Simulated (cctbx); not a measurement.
# DyBeSi across an absorption edge

Space group P4/nmm (no. 129, origin choice 1), a = 4.0430 Å, b = 4.0430 Å, c = 6.7710 Å, α = 90.00°, β = 90.00°, γ = 90.00°.

| atom | mult. | x | y | z | Ueq (Å²) |
| --- | --- | --- | --- | --- | --- |
| Dy1 | 2 | 1/2 | 0 | 0.6698 | 0.0025 |
| Si1 | 2 | 1/2 | 0 | 0.1964 | 0.0044 |
| Be1 | 2 | 1/2 | 1/2 | 0 | 0.0075 |

This is a model crystal, built by substitution and not relaxed, with assumed displacement parameters.

Calculated with cctbx: free-atom f′ and f″ from the Sasaki tables, no fine structure; amplitudes in electrons.

| E (eV) | F 0 0 1 | F 1 1 0 | F 1 2 1 | F 1 0 3 |
| --- | --- | --- | --- | --- |
| 7190 | 37.7 | 112.8 | 54.8 | 4.4 |
| 7540 | 35.8 | 108.9 | 51.5 | 4.6 |
| 7670 | 34.3 | 105.7 | 48.7 | 4.8 |
| 7730 | 32.9 | 102.8 | 46.3 | 5.0 |
| 7760 | 31.5 | 99.9 | 43.7 | 5.2 |
| 7775 | 30.1 | 97.0 | 41.2 | 5.3 |
| 7782 | 28.8 | 94.4 | 39.0 | 5.5 |
| 7786 | 27.5 | 91.7 | 36.7 | 5.6 |
| 7794 | 28.5 | 92.6 | 39.2 | 5.8 |
| 7798 | 30.0 | 95.9 | 41.9 | 5.6 |
| 7805 | 31.4 | 98.8 | 44.2 | 5.4 |
| 7820 | 32.8 | 101.8 | 46.7 | 5.2 |
| 7850 | 34.3 | 104.8 | 49.2 | 5.1 |
| 7940 | 36.0 | 108.6 | 52.3 | 4.8 |
| 8190 | 37.4 | 111.6 | 54.7 | 4.6 |

**Question.** Which edge is crossed, and why do the reflections move as they do?

The L3 edge of Dy. The edge is at 7790 eV. f′ of Dy falls from -11.9 e at 7670 eV to -19.0 e at 4 eV below it, and f″ steps from 3.68 to 10.57 e across it. Over that approach |F| changes by -20 % (0 0 1), -13 % (1 1 0), -25 % (1 2 1) and +17 % (1 0 3): a reflection falls where Dy scatters in phase with the total and rises where it scatters against it; it hardly moves where the Dy term is small or cancels by symmetry. Above the edge the larger f″ enters the imaginary part, where it can add to or cancel the other atoms' f″. The structure is centrosymmetric, so Friedel mates stay equal.
